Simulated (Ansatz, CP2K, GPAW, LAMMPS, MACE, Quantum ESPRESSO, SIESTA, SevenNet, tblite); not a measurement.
**Amorphous Hg33S25Se8 (66 atoms), the geometry as built**

66 atoms (33 Hg, 25 S, 8 Se) placed at random at 7.67 g/cm³, melted at 2500 K for 10 ps at fixed volume with the Stillinger-Weber II-VI potential (Zhou et al., Phys. Rev. B 88, 085309 (2013)). Quenched from 2500 K to 500 K at 30 K/ps and fixed volume, held 5 ps, then minimised at fixed cell.

This is the geometry as built. Method: Kohn-Sham DFT, PBE, PAW, plane waves (Ansatz 0.2.0); cutoff 420 eV, Γ point, fermi-dirac smearing of 0.05 eV; density 7.67 g/cm³.

Extended XYZ; positions in Å, forces in eV/Å:

```xyz
66
Lattice="12.034 0.000 0.000 0.000 12.034 0.000 0.000 0.000 12.034" Properties=species:S:1:pos:R:3:forces:R:3 pbc="T T T"
Hg 3.713 4.874 4.202 -0.155 0.003 0.079
Hg 4.376 5.173 0.911 -0.048 0.299 -0.303
Hg 7.049 10.796 2.632 -0.443 0.238 -0.424
Hg 1.947 10.265 4.927 0.197 -0.355 0.695
Hg 6.937 7.335 7.227 -0.539 0.286 0.099
Hg 9.515 1.156 6.638 0.351 0.031 0.109
Hg 8.774 9.932 5.615 0.057 0.469 0.388
Hg 9.457 5.207 8.464 0.207 -0.346 0.267
Hg 1.338 7.317 10.553 0.457 -0.026 -0.447
Hg 2.823 10.539 1.599 0.207 -0.294 0.051
Hg 10.791 9.520 8.551 0.659 0.098 -0.233
Hg 6.036 0.082 5.728 -0.391 0.214 0.486
Hg 7.557 4.415 11.243 0.512 -0.607 0.144
Hg 0.397 4.291 4.711 0.261 -0.453 -0.366
Hg 6.388 3.865 6.238 -0.412 0.016 -0.236
Hg 1.369 3.301 0.053 0.026 -0.169 0.213
Hg 10.087 0.102 11.654 -0.173 0.261 0.309
Hg 10.508 6.983 4.632 0.563 -0.055 -0.023
Hg 1.339 0.385 10.824 -0.100 0.295 -0.709
Hg 0.585 3.455 8.088 -0.007 -0.451 0.478
Hg 3.818 5.665 8.737 -0.271 0.630 0.105
Hg 11.133 9.933 2.908 0.098 0.504 0.077
Hg 8.684 8.532 0.324 0.110 -0.053 -0.591
Hg 3.403 1.320 3.993 -0.532 0.027 0.146
Hg 10.754 4.900 1.558 -0.322 0.224 -0.443
Hg 7.566 6.373 3.193 -0.276 -0.214 0.063
Hg 4.175 1.431 8.943 0.098 -0.065 0.062
Hg 6.881 11.636 9.500 -0.325 -0.596 0.009
Hg 10.743 1.782 3.475 0.734 -0.681 -0.024
Hg 5.187 8.415 0.307 -0.286 -0.017 -0.832
Hg 5.153 1.823 0.260 0.581 -0.453 -0.058
Hg 7.459 2.822 3.064 -0.114 0.056 -0.200
Hg 1.951 7.096 6.136 0.682 0.301 0.144
S 1.120 1.755 5.260 0.102 -0.049 -1.183
S 5.021 9.694 10.120 0.080 -0.297 0.318
S 7.669 11.058 0.040 0.459 -0.633 0.387
S 5.820 6.209 5.028 0.263 -0.174 0.189
S 0.971 10.326 7.443 0.103 -0.433 0.281
S 0.502 4.849 10.258 -0.353 0.393 -0.418
S 8.131 0.619 4.238 -0.286 0.439 0.370
S 2.538 4.545 6.714 0.190 0.862 -0.631
S 3.700 11.843 11.593 0.424 0.229 -0.017
S 2.881 8.298 8.635 -0.343 -0.591 -0.014
S 9.871 5.787 11.227 -0.099 0.185 -0.032
S 8.740 8.775 3.101 -0.089 0.023 0.013
S 6.830 6.425 0.742 -0.668 0.562 0.427
S 4.881 3.036 2.625 -0.208 0.243 0.406
S 4.261 8.679 5.762 -0.770 -0.186 -0.089
S 10.416 3.568 6.626 0.207 0.041 0.650
S 7.841 2.159 0.557 -0.969 0.755 -0.506
S 6.534 10.042 7.252 0.537 0.129 -0.768
S 11.144 11.438 5.117 -0.156 -0.185 -0.346
S 1.677 1.038 8.254 -0.698 0.016 0.921
S 4.450 2.147 6.402 1.173 -0.642 -0.132
S 4.537 10.921 3.675 -0.245 0.170 -0.364
S 11.080 8.561 10.896 -0.148 0.284 0.782
S 10.933 2.302 0.948 0.526 -0.583 0.009
S 9.456 4.514 3.815 -0.056 0.296 -0.693
Se 1.537 5.102 2.216 -0.448 -0.146 0.541
Se 2.551 7.817 0.867 0.686 -0.044 0.278
Se 9.641 7.570 7.093 0.009 -0.203 0.070
Se 9.526 11.817 8.966 -0.306 0.677 -0.043
Se 0.885 7.973 3.674 -0.485 -0.450 0.353
Se 3.815 3.658 10.656 -0.136 -0.124 0.365
Se 6.520 4.993 8.710 0.580 0.362 0.189
Se 0.063 10.381 0.406 -0.280 -0.043 -0.344
```

The quench rate of 30 K/ps is many orders above laboratory rates, so the cell is likely richer in defects and strain than a real sample. The network of bonds at the start is that of the classical potential that made the cell, and needn't be the one that DFT or experiment would give. Only the Γ point is sampled, in a cell whose shortest periodic width is 12 Å, which is coarse for a cell with partly filled levels.

The r.m.s. force component is 0.397 eV/Å; the longest force, 1.34 eV/Å, acts on S54.

[Logs are printed without paths, hosts, clocks, repeated set-up lines and the standing remarks that a program may print on its own settings, such as how far it seeks lower states.]

[Hosts, paths, dates, database ids (printed as entryN), source tags and the programs' standing remarks are cut or masked in the printed files.]
